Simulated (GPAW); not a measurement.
# ScHO2 (R-3m): G0W0 with GPAW, start to end, part 2 of 2

How does a plane-wave GW calculation on ScHO2 (R-3m) run from the first input to the gap?

GPAW 26.7.0; LDA and many-body steps on it, plane waves. Known limits of the many-body steps: not at the basis limit.

So far. Step 3 (Bands along the symmetry lines): The gap is 3.861 eV, +0.001 eV from the run before at this level. Step 4 (Empty states on the mesh, 4×4×4 mesh, 103 bands): On this mesh the gap is 3.981 eV. The earlier step found 3.860 eV, so this mesh misses an edge.

## Step 5: Screening and self-energy, 4×4×4 mesh, 93 bands, screening to 100 eV

G0W0 replaces the xc potential by the self-energy, built once from these orbitals. Only a window of levels is corrected, while the sums run over the empty bands that the input names.

This step: G0W0 on LDA, plane waves, PAW.

File run.py:

```python
import json
import numpy as np
from gpaw.mpi import world
from gpaw.response.g0w0 import G0W0

gw = G0W0('full.gpw',
    filename='gw',
    kpts=[0, 4, 10, 12],
    bands=(10, 14),
    ecut=100,
    nbands=93,
    integrate_gamma='WS',
    ppa=True)
gw.calculate()
res = {mode: {k: v for k, v in r.items() if k != 'sigma_eskwn'}
       for mode, r in gw.all_results.items()}

if world.rank == 0:
    with open('result.json', 'w') as f:
        json.dump(res, f, default=lambda x: x.tolist())
```

Started as:

```sh
> mpirun -n 4 gpaw python run.py
```

Numbers of over 12 decimals in the logs are rounded to 6 here.

The log of the run:

```text
Using integrator: PointIntegrator
FrequencyGridDescriptor(from 0.000+0.000j to 0.000+27.211j eV, 2 points)
Nonperiodic BCs:  [False False False]
Using integrator: PointIntegrator
FrequencyGridDescriptor(from 0.000+0.000j to 0.000+27.211j eV, 2 points)
Nonperiodic BCs:  [False False False]
  ___  _ _ _
 |   || | | |
 | | || | | |
 |__ ||_____|
 |___|

BZ k-points: Symmetries present (total): 12

  [... matrices ...]
64 k-points: 4 x 4 x 4 Monkhorst-Pack grid + [1/8,1/8,1/8]
13 k-points in the irreducible part of the Brillouin zone
       k-points in crystal coordinates                weights
   0:     0.00000000    0.00000000    0.00000000          1/64
   1:     0.25000000    0.00000000   -0.25000000          6/64
   2:     0.25000000    0.00000000    0.00000000          6/64
   3:     0.25000000    0.25000000   -0.25000000          6/64
   4:     0.25000000    0.25000000    0.00000000          6/64
   5:     0.25000000    0.25000000    0.25000000          2/64
   6:     0.50000000    0.00000000    0.00000000          3/64
   7:     0.50000000    0.25000000   -0.25000000          6/64
   8:     0.50000000    0.25000000    0.00000000         12/64
   9:     0.50000000    0.25000000    0.25000000          6/64
          ...
  12:     0.50000000    0.50000000    0.50000000          1/64

Distributing spins, k-points and bands (1 x 4 x 4) over 4 processes
Number of blocks: 1

Quasi particle states:
k-points (IBZ indices): [0, 4, 10, 12]
Band range: (10, 14)
  [... matrices ...]
Computational parameters:
Plane wave cut-off: 100 eV
Number of bands: 93
Coulomb cutoff: None
Broadening: 0.1 eV

fxc modes: GW
Kernel: RPA
Using Godby-Needs plasmon-pole approximation:
  Fitting energy: i*E0, E0 = 1.000 Hartree
Summing all q:

Calculating screened Coulomb potential
No Coulomb truncation
FrequencyGridDescriptor(from 0.000+0.000j to 0.000+27.211j eV, 2 points)
Removing empty qpoint cache files...

Calculating chi0 body with:
    Ground state adapter containing:
    Number of spins: 1
    Number of kpoints: 64
    Number of irreducible kpoints: 13
    Number of completely occupied states: 12
    Number of partially occupied states: 12
    Occupied states memory: 4.01953125 M / cpu

    Linear response parametrization:
    q_c: [0.0, 0.0, 0.0]
    Number of frequency points: 2
    Planewave cutoff: 100.0
    Number of bands: 93
    Number of planewaves: 97
    Broadening (eta): 1e-06
    comm.size: 4
    kncomm.size: 4
    blockcomm.size: 1

    Memory estimate of potentially large arrays:
        chi0_wGG: 0.287140 M / cpu
Integrating chi0 body.

Symmetries of q_c:
    Direct symmetries (Uq -> q): 12
    Indirect symmetries (TUq -> q): 0
In total 12 allowed symmetries.

  [... matrices ...]
13 groups of equivalent kpoints. 79.6875% reduction.

Integral kind: response function
Integrating chi0 head and wings.

Symmetries of q_c:
    Direct symmetries (Uq -> q): 12
    Indirect symmetries (TUq -> q): 0
In total 12 allowed symmetries.

  [... matrices ...]
13 groups of equivalent kpoints. 79.6875% reduction.

Integral kind: response function wings

Calculating chi0 body with:
    Ground state adapter containing:
    Number of spins: 1
    Number of kpoints: 64
    Number of irreducible kpoints: 13
    Number of completely occupied states: 12
    Number of partially occupied states: 12
    Occupied states memory: 4.01953125 M / cpu

    Linear response parametrization:
[... the further q-points ...]

Results:
f:      Occupation numbers
eps:     KS-eigenvalues [eV]
vxc:     KS vxc [eV]
exx:     Exact exchange [eV]
sigma:   Self-energies [eV]
dsigma:  Self-energy derivatives
Z:       Renormalization factors
qp:      QP-energies [eV]

k-point 0 (0): (0.000, 0.000, 0.000)                GW
band       f     eps     vxc     exx   sigma  dsigma       Z      qp
                                                                   GW
  10   1.000   2.179 -20.653 -25.875   4.505  -0.272   0.786   1.616
  11   1.000   2.586 -21.277 -25.870   4.147  -0.265   0.790   2.233
  12   0.000   7.237 -16.355  -8.775  -4.869  -0.231   0.813   9.440
  13   0.000   7.448 -19.382 -10.564  -5.340  -0.254   0.798  10.222

k-point 1 (4): (0.250, 0.250, 0.000)                GW
band       f     eps     vxc     exx   sigma  dsigma       Z      qp
                                                                   GW
  10   1.000   1.754 -20.145 -25.327   4.429  -0.271   0.787   1.161
  11   1.000   2.398 -21.179 -25.917   4.229  -0.268   0.789   1.997
  12   0.000   6.928 -17.815  -9.890  -4.892  -0.236   0.809   9.382
  13   0.000   8.065 -20.153 -11.473  -5.210  -0.279   0.782  10.778

k-point 2 (10): (0.500, 0.500, 0.000)                GW
band       f     eps     vxc     exx   sigma  dsigma       Z      qp
                                                                   GW
  10   1.000   1.462 -20.013 -25.489   4.576  -0.273   0.786   0.755
  11   1.000   2.019 -20.762 -25.596   4.227  -0.269   0.788   1.542
  12   0.000   6.612 -17.562  -9.952  -4.706  -0.232   0.811   8.969
  13   0.000   8.306 -20.588 -11.251  -5.629  -0.298   0.771  11.163

k-point 3 (12): (0.500, 0.500, 0.500)                GW
band       f     eps     vxc     exx   sigma  dsigma       Z      qp
                                                                   GW
  10   1.000   2.631 -21.195 -26.284   4.469  -0.273   0.786   2.144
  11   1.000   2.631 -21.195 -26.284   4.469  -0.273   0.786   2.144
  12   0.000   7.478 -19.477 -10.603  -5.373  -0.255   0.797  10.267
  13   0.000   7.478 -19.477 -10.603  -5.373  -0.255   0.797  10.267
```

Elapsed: 68 s, on 4 MPI ranks of Arm Neoverse V1, shared host; peak memory 1.5 GiB.

Numbers from this step:

```
G0W0 gap on the mesh                         : 6.735 eV
least direct G0W0 gap on the computed points : 7.207 eV
Z at the valence top                         : 0.7903
Z at the conduction bottom                   : 0.8115
starting gap on the mesh                     : 3.981 eV
k of the valence top                         : 0, 0, 0
k of the conduction bottom                   : 0.5, 0.5, 0
```

The gap on the mesh goes from 3.98 eV to 6.74 eV, a correction of +2.75 eV. The start differs from the 3.86 eV found before because the two sample other k points.

Limits: finite bands, cutoff and mesh. v1 is the top filled band, c1 the lowest empty one. The levels before and after the correction (eV, zero at the valence-band top of each column):

```
           conduction bottom  valence top
Kohn-Sham               3.98         0.00
     G0W0               6.74         0.00
```

```
                    level  energy (eV)
Kohn-Sham            Γ v2       -0.452
Kohn-Sham            Γ v1       -0.045
Kohn-Sham            Γ c1        4.606
Kohn-Sham            Γ c2        4.816
Kohn-Sham  (0.5 0.5 0) v2       -1.169
Kohn-Sham  (0.5 0.5 0) v1       -0.612
Kohn-Sham  (0.5 0.5 0) c1        3.981
Kohn-Sham  (0.5 0.5 0) c2        5.675
     G0W0            Γ v2       -0.617
     G0W0            Γ v1        0.000
     G0W0            Γ c1        7.207
     G0W0            Γ c2        7.989
     G0W0  (0.5 0.5 0) v2       -1.478
     G0W0  (0.5 0.5 0) v1       -0.692
     G0W0  (0.5 0.5 0) c1        6.735
     G0W0  (0.5 0.5 0) c2        8.930
```

## Step 6: Where the time went

Times are wall times on 4 MPI ranks of Arm Neoverse V1, shared host, good to a factor of about two.

```
                          step  time  share  memory (GiB)
                  ground state  20 s   16 %           0.9
bands along the symmetry lines  14 s   12 %          0.92
      empty states on the mesh  19 s   15 %           1.6
     screening and self-energy  68 s   56 %           1.5
```

## Step 7: Results

```
LDA gap                              : 3.86 eV, indirect
G0W0 gap on the mesh                 : 6.74 eV
G0W0 gap over the zone (rigid shift) : 6.61 eV
GW settings                          : 4×4×4 mesh, 93 bands, screening to 100 eV, Godby-Needs plasmon pole
known limits                         : not at the basis limit
```

What this shows: G0W0 moves the gap on the mesh from 3.98 eV to 6.74 eV (+2.75 eV), with Z of 0.79 and 0.81 at the edges. The mesh misses the band edges by 0.12 eV in all; a rigid shift gives 6.61 eV for the zone. The dearest step here is «screening and self-energy». Bands and cutoff are finite, so the gap is not at the basis limit. The miss can reach some tenths of an eV and take either sign; the mesh is an error of its own. These stock PAW sets were not made for GW. A denser mesh or path gives a starting gap of 3.86 eV: the GW mesh misses a band edge, so its gaps are not the fundamental one.

[Paths, hosts, dates, memory and timing lines, banners, echoed tables and standing remarks are left out of the program output.]

[Logs are printed without paths, hosts, clocks, repeated set-up lines and the standing remarks that a program may print on its own settings, such as how far it seeks lower states.]

[Runs of the session that timed out or met a known fault of the program may be left out.]

[Hosts, paths, dates, database ids (printed as entryN), source tags and the programs' standing remarks are cut or masked in the printed files.]
